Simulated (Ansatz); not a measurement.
# HfOs (Pm-3m): Grüneisen parameters

Aim: how the phonons of HfOs (Pm-3m) shift with volume, and the thermal expansion that follows.

Main program and level: Ansatz 0.2.0; DFT PBEsol, scalar-relativistic, plane waves, PAW; PAW set soft_1.

## 1. Starting point

It takes space group Pm-3m (No. 221, cubic). The conventional cell has a = 3.225 Å, b = 3.225 Å, c = 3.225 Å, α = 90.00°, β = 90.00°, γ = 90.00°. Hf has 8 Os at 2.79 Å nearest. Nearest to Os lie 8 Hf at 2.79 Å. Farther neighbours, and contacts between anions beyond the nearest, are not listed.

As a file:

```cif
data_structure
_symmetry_space_group_name_H-M 'Pm-3m'
_symmetry_Int_Tables_number 221
_cell_length_a 3.2245
_cell_length_b 3.2245
_cell_length_c 3.2245
_cell_angle_alpha 90.000
_cell_angle_beta 90.000
_cell_angle_gamma 90.000
_cell_volume 33.53
loop_
_atom_site_label
_atom_site_type_symbol
_atom_site_symmetry_multiplicity
_atom_site_Wyckoff_symbol
_atom_site_fract_x
_atom_site_fract_y
_atom_site_fract_z
_atom_site_occupancy
Hf1 Hf 1 a 0.00000 0.00000 0.00000 1
Os1 Os 1 b 0.50000 0.50000 0.50000 1
```

## 2. Phonons on a q mesh

Stability and thermal properties need the whole zone. Linear response on a 4×4×4 q mesh gives force constants as far as a supercell of that size would.

File input.yaml:

```yaml
crystal:
  lattice:
    - [3.2245294961, 0.0, 0.0]
    - [0.0, 3.2245294961, 0.0]
    - [0.0, 0.0, 3.2245294961]
  atoms:
    - { symbol: Hf, position: [0.0, 0.0, 0.0] }
    - { symbol: Os, position: [0.5, 0.5, 0.5] }
kpoints:
  mp_grid: { grid: [16, 16, 16] }
hamiltonian:
  xc: pbesol
  pseudopotentials: { kind: paw, azcp: { folder: soft_1 }, xc_functional: pbe }
scf:
  occupations: { method: methfessel_paxton, width: 0.2 }
output:
  eigenvalues: true
phonons:
  method: dfpt
  qmesh: [4, 4, 4]
  temperatures: { t_max: 1000, t_step: 50 }
  qpath:
    path:
      - [[0.0, 0.0, 0.0], [0.0, 0.5, 0.0], [0.5, 0.5, 0.0], [0.0, 0.0, 0.0], [0.5, 0.5, 0.5], [0.0, 0.5, 0.0]]
      - [[0.5, 0.5, 0.5], [0.5, 0.5, 0.0]]
    npoints: 10
```

The run is started by

```sh
$ ansatz run input.yaml --threads 4 --pin off --max-ram 10240MiB --backend cpu --events-out ev --progress --plain --runs-dir out
```

The program printed:

```text
Engine: ansatz 0.2.0, aarch64-unknown-linux-gnu
Pseudopotentials: kind: paw
Pseudopotential: Hf, paw, valence charge 26, recommended cutoff 420 eV (normal), soft_1/Hf.paw.azcp
Pseudopotential: Os, paw, valence charge 16, recommended cutoff 420 eV (normal), soft_1/Os.paw.azcp
Functional definition: PBEsol
  exchange = pbesol_x
  correlation = pbesol_c
Crystal: 2 atoms, lattice volume = 33.527 Å³
Basis set: ecut = 420 eV, 691 PW (Γ), exchange–correlation on 48×48×48 points (8 copies of the dense FFT grid, shifted against one another)
Bands: 26, of which v1, the nominal top of the filled ones, is band 21 counted from 1 (20 counted from 0)
Symmetry: 48 space group operations
k-points: 165 of 4096
Non-local potential: Hf, projectors of the file, l = 0: 3, l = 1: 2, l = 2: 2, l = 3: 3
Non-local potential: Os, projectors of the file, l = 0: 3, l = 1: 2, l = 2: 2, l = 3: 1
PAW form: soft (Blöchl's): semilocal exchange-correlation on the pseudo side does not see the compensation charge
PAW frozen core: Hf, regenerated for the run's functional, and the local potential with it (the file was generated under x = pbe(κ = 0.804, μ = 0.219515), c = pbe(β = 0.066725))
PAW frozen core: Os, regenerated for the run's functional, and the local potential with it (the file was generated under x = pbe(κ = 0.804, μ = 0.219515), c = pbe(β = 0.066725))
PAW one-centre angular grid: Hf, 590 points (default); XC on 64 Gauss nodes
PAW one-centre angular grid: Os, 590 points (default); XC on 64 Gauss nodes
Initial density: superposition of atomic densities (chi_scale 0.1, normalization cell, long waves kept (reshape's long-wave potential 0.00 eV rms))
Initial wavefunctions: pseudopotential atomic-orbital guess
Functional: x = pbesol(κ = 0.804, μ = 0.123457), c = pbesol(β = 0.046)
SCF iter   1: F=—  HF=-26855.059991 eV  |F-HF|=—  |Δ(HF+E_count)|=         —  Δρ=1.67e-1  dr2=1.63e1  ethr=3.10e-3  ⟨swp⟩=4.7  Hψ=15679  notcnv=0
preconditioner: auto → Kerker (q_TF=auto, 2.833 Å⁻¹)  [metal: Δε(μ)=0.028 eV  Ē_g=16.509 eV  σ=0.200 eV  W_gap=0.12  n_scr=18 (ndim 8)  ℏωp=36.3 eV  f_vac=0.000  D(μ)=0.88/eV (n_scr^D=6)]
SCF iter   2: F=—  HF=-26853.253897 eV  |F-HF|=—  |Δ(HF+E_count)|=    1.81e0  S|Δr|=    0.00e0  Δρ=9.27e-2  dr2=5.12e0  ethr=3.10e-3  ⟨swp⟩=2.9  Hψ=9271  notcnv=0  defer=115
SCF iter   3: F=—  HF=-26852.525068 eV  |F-HF|=—  |Δ(HF+E_count)|=   7.29e-1  S|Δr|=    0.00e0  Δρ=1.51e-2  dr2=1.19e-1  ethr=3.10e-3  ⟨swp⟩=2.2  Hψ=7375  notcnv=0  defer=115
SCF iter   4: F=—  HF=-26852.426244 eV  |F-HF|=—  |Δ(HF+E_count)|=   9.88e-2  S|Δr|=    0.00e0  Δρ=9.56e-3  dr2=2.71e-2  ethr=2.83e-4  ⟨swp⟩=2.1  Hψ=8711  notcnv=0  defer=81
SCF iter   5: F=—  HF=-26852.424285 eV  |F-HF|=—  |Δ(HF+E_count)|=   1.96e-3  S|Δr|=    0.00e0  Δρ=2.80e-3  dr2=1.70e-3  ethr=6.46e-5  ⟨swp⟩=2.0  Hψ=7571  notcnv=0  defer=81
SCF iter   6: F=—  HF=-26852.423884 eV  |F-HF|=—  |Δ(HF+E_count)|=   4.01e-4  S|Δr|=    0.00e0  Δρ=5.83e-4  dr2=4.97e-5  ethr=4.06e-6  ⟨swp⟩=2.0  Hψ=7327  notcnv=0  defer=81
SCF iter   7: F=—  HF=-26852.423853 eV  |F-HF|=—  |Δ(HF+E_count)|=   3.03e-5  S|Δr|=    0.00e0  Δρ=9.87e-5  dr2=2.17e-6  ethr=1.18e-7  ⟨swp⟩=2.3  Hψ=6680  notcnv=0  defer=81
SCF iter   8: F=—  HF=-26852.423862 eV  |F-HF|=—  |Δ(HF+E_count)|=   8.77e-6  S|Δr|=    0.00e0  Δρ=4.71e-5  dr2=7.92e-7  ethr=5.16e-9  ⟨swp⟩=2.2  Hψ=6797  notcnv=0  defer=81
SCF iter   9: F=—  HF=-26852.423862 eV  |F-HF|=—  |Δ(HF+E_count)|=   2.89e-7  S|Δr|=    0.00e0  Δρ=1.20e-5  dr2=3.65e-8  ethr=1.89e-9  ⟨swp⟩=2.0  Hψ=6296  notcnv=0  defer=81
SCF iter  10: F=—  HF=-26852.423862 eV  |F-HF|=—  |Δ(HF+E_count)|=   1.15e-8  S|Δr|=    0.00e0  Δρ=7.28e-7  dr2=8.34e-11  ethr=8.69e-11  ⟨swp⟩=2.1  Hψ=7179  notcnv=0  defer=81
SCF iter  11: F=-26852.423862 eV  HF=-26852.423862 eV  |F-HF|=0.00e0  |Δ(HF+E_count)|=  1.31e-10  S|Δr|=    0.00e0  Δρ=1.24e-7  dr2=2.77e-12  ethr=1.00e-12  ⟨swp⟩=9.5  Hψ=24345  notcnv=0
SCF 1 converged in 11 iterations: F = -26852.423862 eV  dr2 = 2.77e-12
  greatest PAW one-centre occupation: 1.000 electrons in one spin orbital (limit 2), on the Os atom at site 1 (counted from 0), in its partial waves of l = 0
Initial density: read from a saved state, or passed on in memory by an earlier SCF of this step, an earlier step, the calling program or the single point that the run made first
iter 1 solved again at ethr=4.59e-9 eV; its pass at ethr=3.10e-3 eV (dr2=1.93e-6 eV) is discarded
SCF iter   1: F=—  HF=-26852.423862 eV  |F-HF|=—  |Δ(HF+E_count)|=         —  Δρ=2.75e-7  dr2=2.24e-11  ethr=4.59e-9  ⟨swp⟩=4.4  Hψ=32935  notcnv=0
eigensolver tolerance schedule: the retry pair's looser diagonalisation over-reported the residual by 85983.30 of it (diagonalisation noise at 0.15 of the residual, at the tolerance the schedule requests for it); recorded, not acted on — ethr = c·dr2/N_el stays at c = 1.0e-1
preconditioner: auto → Kerker (q_TF=auto, 2.833 Å⁻¹)  [metal: Δε(μ)=0.082 eV  Ē_g=15.140 eV  σ=0.200 eV  W_gap=0.33  n_scr=18 (ndim 8)  ℏωp=36.3 eV  f_vac=0.000  D(μ)=0.28/eV (n_scr^D=0)]
SCF iter   2: F=-26852.423862 eV  HF=-26852.423862 eV  |F-HF|=0.00e0  |Δ(HF+E_count)|=   2.48e-7  S|Δr|=    0.00e0  Δρ=1.38e-7  dr2=4.06e-12  ethr=1.00e-12  ⟨swp⟩=5.1  Hψ=23393  notcnv=0
SCF 2 converged in 2 iterations: F = -26852.423862 eV  dr2 = 4.06e-12
phonons: the bands overlap, so this run is a metal and interpolates without the dipole-dipole term. If the crystal is really an insulator or semiconductor, its LO-TO splitting is missing
NSCF: frozen V_eff on 165 k-points
NSCF: frozen V_eff on 405 k-points
DFPT response loops at q = (0, 0, 0) (fractional): preconditioner auto → Kerker (q_TF=auto, 2.833 Å⁻¹) (partly filled bands, converged f_vac=0.000); β = 1.00, the filter's whole step (`scf.mixing.beta` (0.50) is not read by the response loops under this deck's `scf.mixing.preconditioner`; to damp them name `kerker` or `kerker_dos`, under which they read `scf.mixing.beta`, and type it under 1.00, their step now; both keys bind the ground state too); Broyden in place of MSR1
NSCF: frozen V_eff on 2592 k-points
DFPT response loops at q = (0, 0, 0.25) (fractional): mixed as the last ones told, above
NSCF: frozen V_eff on 1458 k-points
DFPT response loops at q = (0, 0, -0.5) (fractional): mixed as the last ones told, above
NSCF: frozen V_eff on 4608 k-points
DFPT response loops at q = (0, 0.25, 0.25) (fractional): mixed as the last ones told, above
NSCF: frozen V_eff on 2592 k-points
DFPT response loops at q = (0, 0.25, -0.5) (fractional): mixed as the last ones told, above
NSCF: frozen V_eff on 1458 k-points
DFPT response loops at q = (0, -0.5, -0.5) (fractional): mixed as the last ones told, above
NSCF: frozen V_eff on 4352 k-points
DFPT response loops at q = (0.25, 0.25, 0.25) (fractional): mixed as the last ones told, above
NSCF: frozen V_eff on 4608 k-points
DFPT response loops at q = (0.25, 0.25, -0.5) (fractional): mixed as the last ones told, above
NSCF: frozen V_eff on 2592 k-points
DFPT response loops at q = (0.25, -0.5, -0.5) (fractional): mixed as the last ones told, above
NSCF: frozen V_eff on 810 k-points
DFPT response loops at q = (-0.5, -0.5, -0.5) (fractional): mixed as the last ones told, above
SCF converged after 11 iterations
Stability not checked: this state was not tested for a lower state beside it, because cold or Methfessel-Paxton smearing, or corrected tetrahedra, fill the levels in a way that the test cannot read (fill_not_monotonic; see scf.lower_state_search)
Free energy (F): -26852.423862 eV
Harris-Foulkes:  -26852.423862 eV  (|F-HF|=0.00e0)
Internal energy: -26852.424193 eV  (E = F + TS)
E sigma→0 (E₀):  -26852.423945 eV
Entropy (-TS):   0.000331 eV (0.165 meV/atom)
Fermi energy:    22.763648 eV
--- Per-component energies (eV) ---
  E_band       = 5.588433
  E_kinetic    = 902.973144
  E_local      = -6933.472621  (includes V_loc(G=0)·N_el)
  E_nonlocal   = 267.951366
  E_hartree    = 3294.160677
  E_xc         = -498.147675
  E_vxc        = -501.832757  (∫ρ·V_xc dr)
  E_paw        = -16493.214982  (= ΣΔE_a)
  E_vpaw       = -318.352589  (= ΣTr[D̂ρ^β])
  E_aug_tail   = 0.000555  (compensation charges beyond the density's cutoff)
  E_ewald      = -7394.173711
  E_core_change = 1.499054  (= ΣΔE_core)
  E_smearing   = 0.000331  (= −TS)
  E_closure    = 0.000000  (closes the sum)
  Σ components = -26852.423862   (vs F -26852.423862, Δ=0.00e0)
--- Band table (eV; the first three rows and the last of 165) ---
  k-point 0: bands = [... 17 lower, 17.3865, 21.2200, 21.2200, 21.2200, 25.3457, 25.3457, 28.9754, 28.9754, ... 1 higher]
  k-point 1: bands = [... 17 lower, 17.4562, 21.2075, 21.2075, 21.2493, 25.2202, 25.3853, 28.4220, 28.4220, ... 1 higher]
  k-point 2: bands = [... 17 lower, 17.6549, 21.1743, 21.1743, 21.3353, 24.8670, 25.4856, 27.4858, 27.4858, ... 1 higher]
  k-point 164: bands = [... 17 lower, 19.6055, 20.7298, 20.7298, 20.7298, 23.4701, 23.4701, 27.1637, 29.2337, ... 1 higher]
--- Phonons (Γ-DFPT): 2 representative perturbations + reference (Σ response iterations 6) ---
  ASR residual: 2.059e-5 → 0.000e0 eV/Å²; symmetrization residual: 1.115e-5 eV/Å²
  ASR residual per site (eV/Å²): 2.06e-5 3.40e-6
  Γ frequencies (cm⁻¹): 0.00 0.00 0.00 155.95 155.95 155.95
--- Phonons (arbitrary-q DFPT): 10 irreducible q on the 4×4×4 mesh ---
  q = [0.0000, 0.0000, 0.0000] (star 1, of the zone-centre solve; hermiticity 2.71e-6, symmetrization 2.40e-11): -0.00 0.00 0.00 155.95 155.95 155.95
  q = [0.0000, 0.0000, 0.2500] (star 6, 4 solved perturbations in 4032 linear systems a pass and spin channel, the states on 1296 of 4096 k-point pairs; hermiticity 2.41e-6, symmetrization 5.31e-13): 64.34 64.34 112.33 148.35 148.35 197.91
  q = [0.0000, 0.0000, -0.5000] (star 3, 4 solved perturbations in 2268 linear systems a pass and spin channel, the states on 729 of 4096 k-point pairs; hermiticity 7.92e-14, symmetrization 1.10e-12): 106.13 106.13 137.86 137.86 163.34 219.30
  q = [0.0000, 0.2500, 0.2500] (star 12, 4 solved perturbations in 7056 linear systems a pass and spin channel, the states on 2304 of 4096 k-point pairs; hermiticity 1.21e-6, symmetrization 1.11e-13): 87.46 89.33 144.35 145.04 174.37 177.88
  q = [0.0000, 0.2500, -0.5000] (star 12, 6 solved perturbations on 1296 of 4096 k-point pairs; hermiticity 1.16e-6, symmetrization 8.40e-14): 113.44 124.15 138.90 139.62 172.65 197.86
  q = [0.0000, -0.5000, -0.5000] (star 3, 4 solved perturbations in 2268 linear systems a pass and spin channel, the states on 729 of 4096 k-point pairs; hermiticity 2.17e-6, symmetrization 7.81e-13): 120.02 133.30 133.30 141.33 189.37 189.37
  q = [0.2500, 0.2500, 0.2500] (star 8, 2 solved perturbations on 2176 of 4096 k-point pairs; hermiticity 8.66e-7, symmetrization 2.53e-12): 110.78 110.78 154.59 163.43 168.78 168.78
  q = [0.2500, 0.2500, -0.5000] (star 12, 4 solved perturbations in 7056 linear systems a pass and spin channel, the states on 2304 of 4096 k-point pairs; hermiticity 1.02e-6, symmetrization 5.23e-13): 128.52 141.58 143.33 155.10 173.31 184.65
  q = [0.2500, -0.5000, -0.5000] (star 6, 4 solved perturbations in 4032 linear systems a pass and spin channel, the states on 1296 of 4096 k-point pairs; hermiticity 1.07e-6, symmetrization 6.86e-13): 145.21 145.21 147.36 160.98 184.60 184.60
  q = [-0.5000, -0.5000, -0.5000] (star 1, 2 solved perturbations on 405 of 4096 k-point pairs; hermiticity 3.64e-13, symmetrization 2.26e-12): 169.47 169.47 169.47 172.11 172.11 172.11
  sum rule: each row above includes the acoustic sum rule's correction from the zone centre's row sums; it moved no ω² by more than (0.18 cm⁻¹)²
  mesh force constants: q→R imaginary residual 1.53e-18; ASR residual 2.059e-5 → 0.000e0 eV/Å²; symmetrization residual 8.882e-15 eV/Å²
  interpolated dispersion: 62 rows × 6 modes
  density of states and harmonic sums: on the 20×20×20 q-mesh, interpolated from the force constants of a 4×4×4 supercell (no non-analytic term)
  largest difference from the sums on the solved wave vectors: F 1.27e-2 eV, S 1.67e-5 and C_V 4.01e-6 eV/K
  zero-point energy: 0.053972 eV/cell   skipped modes (ω ≤ 0): 3   left out of the sums: 6.25e-5 of the cell's modes: C_V's classical limit lies that fraction below 3 k_B per atom; for a crystal, a wire or a layer, F and S can be off by more, and a phonons.interpolated_qmesh denser along its periods is the remedy for the sampling
```

Wall time 15 min (4 threads of Arm Neoverse V1, shared host); peak memory 4.9 GiB; 60 min of CPU time.

Numbers from this step:

```
volume per atom                                         : 16.76 Å³
gap on the k-mesh                                       : 0 eV
sum-rule residual before enforcement                    : 2.06e-5 eV/Å²
lowest frequency on the path                            : 0 cm⁻¹
point group                                             : m-3m
highest frequency on path, mesh or solved points        : 219.3 cm⁻¹
mean frequency                                          : 145.1 cm⁻¹
Debye temperature (second moment)                       : 277 K
logarithmic mean frequency                              : 140.2 cm⁻¹
highest optical mode at the zone centre (no LO-TO term) : 155.9 cm⁻¹
lowest optical zone-centre mode                         : 155.9 cm⁻¹
lowest mode on the q mesh (acoustic modes at Γ apart)   : 64.34 cm⁻¹
zero-point energy per atom                              : 26.99 meV
heat capacity at 300 K                                  : 23.91 J/(mol atoms K)
vibrational entropy at 300 K                            : 35.36 J/(mol atoms K)
```

Frequencies (cm⁻¹) solved at each irreducible wavevector; negative means imaginary. Frequencies by wavevector, by row:

| q in reciprocal lattice units | star | mode 1 | mode 2 | mode 3 | mode 4 | mode 5 | mode 6 |
| --- | --- | --- | --- | --- | --- | --- | --- |
| 0 0 0 | 1 | 0 | 0 | 0 | 155.9 | 155.9 | 155.9 |
| 0 0 0.25 | 6 | 64.3 | 64.3 | 112.3 | 148.3 | 148.3 | 197.9 |
| 0 0 -0.5 | 3 | 106.1 | 106.1 | 137.9 | 137.9 | 163.3 | 219.3 |
| 0 0.25 0.25 | 12 | 87.5 | 89.3 | 144.3 | 145 | 174.4 | 177.9 |
| 0 0.25 -0.5 | 12 | 113.4 | 124.2 | 138.9 | 139.6 | 172.7 | 197.9 |
| 0 -0.5 -0.5 | 3 | 120 | 133.3 | 133.3 | 141.3 | 189.4 | 189.4 |
| 0.25 0.25 0.25 | 8 | 110.8 | 110.8 | 154.6 | 163.4 | 168.8 | 168.8 |
| 0.25 0.25 -0.5 | 12 | 128.5 | 141.6 | 143.3 | 155.1 | 173.3 | 184.7 |
| 0.25 -0.5 -0.5 | 6 | 145.2 | 145.2 | 147.4 | 161 | 184.6 | 184.6 |
| -0.5 -0.5 -0.5 | 1 | 169.5 | 169.5 | 169.5 | 172.1 | 172.1 | 172.1 |

Symmetry leaves 10 wavevectors to solve. The lowest mode among them, the acoustic zeros apart, lies at q = (0, 0, 0.25) and is real, 64.3 cm⁻¹.

## 3. Relaxing at another volume, volume ratio 0.97

The volume is scaled by 0.97 and held; symmetry leaves nothing to relax, so this is a single point. The modes can then be followed against volume.

input.yaml, the sections that differ from step 2:

```yaml
crystal:
  lattice:
    - [3.1919562641, 0.0, 0.0]
    - [0.0, 3.1919562641, 0.0]
    - [0.0, 0.0, 3.1919562641]
  atoms:
    - { symbol: Hf, position: [0.0, 0.0, 0.0] }
    - { symbol: Os, position: [0.5, 0.5, 0.5] }
output:
  forces: true
  stress: true
  eigenvalues: true
# kpoints, hamiltonian, scf: as in step 2
# phonons: removed
```

The program printed:

```text
[...]
Crystal: 2 atoms, lattice volume = 32.522 Å³
Basis set: ecut = 420 eV, 619 PW (Γ), exchange–correlation on 48×48×48 points (8 copies of the dense FFT grid, shifted against one another)
Bands: 26, of which v1, the nominal top of the filled ones, is band 21 counted from 1 (20 counted from 0)
Symmetry: 48 space group operations
[...]
k-points: 165 of 4096
[...]
k-point 0: bands = [... 17 lower, 17.9498, 21.9529, 21.9529, 21.9529, 26.2086, 26.2086, 29.9871, 29.9871, ... 1 higher]
  k-point 1: bands = [... 17 lower, 18.0238, 21.9404, 21.9404, 21.9837, 26.0754, 26.2512, 29.4066, 29.4066, ... 1 higher]
  k-point 2: bands = [... 17 lower, 18.2353, 21.9072, 21.9072, 22.0736, 25.7015, 26.3608, 28.4313, 28.4313, ... 1 higher]
  k-point 164: bands = [... 17 lower, 20.3349, 21.4464, 21.4464, 21.4464, 24.3157, 24.3157, 28.1918, 30.2400, ... 1 higher]
[key lines of the parts left out:]
SCF converged after 9 iterations
Free energy (F): -26852.400079 eV
Fermi energy:    23.554124 eV
P = ⅓ Tr σ = 7.7765 GPa (77.765 kbar)
```

Wall time 3 s (4 threads); peak memory 0.38 GiB.

Read from the output:

```yaml
pressure: 7.777 GPa
volume_per_atom: 16.26 Å³
```

The run ends at a pressure of 7.78 GPa.

[end of part 1 of 2]

[Long decimals in the printed logs are rounded to 6 places.]

[Logs are printed without paths, hosts, clocks, repeated set-up lines and the standing remarks that a program may print on its own settings, such as how far it seeks lower states.]

[Hosts, paths, dates, database ids (printed as entryN), source tags and the programs' standing remarks are cut or masked in the printed files.]

[Where the starting crystal was built by hand or by swapping elements, it need not be the compound's stable phase.]
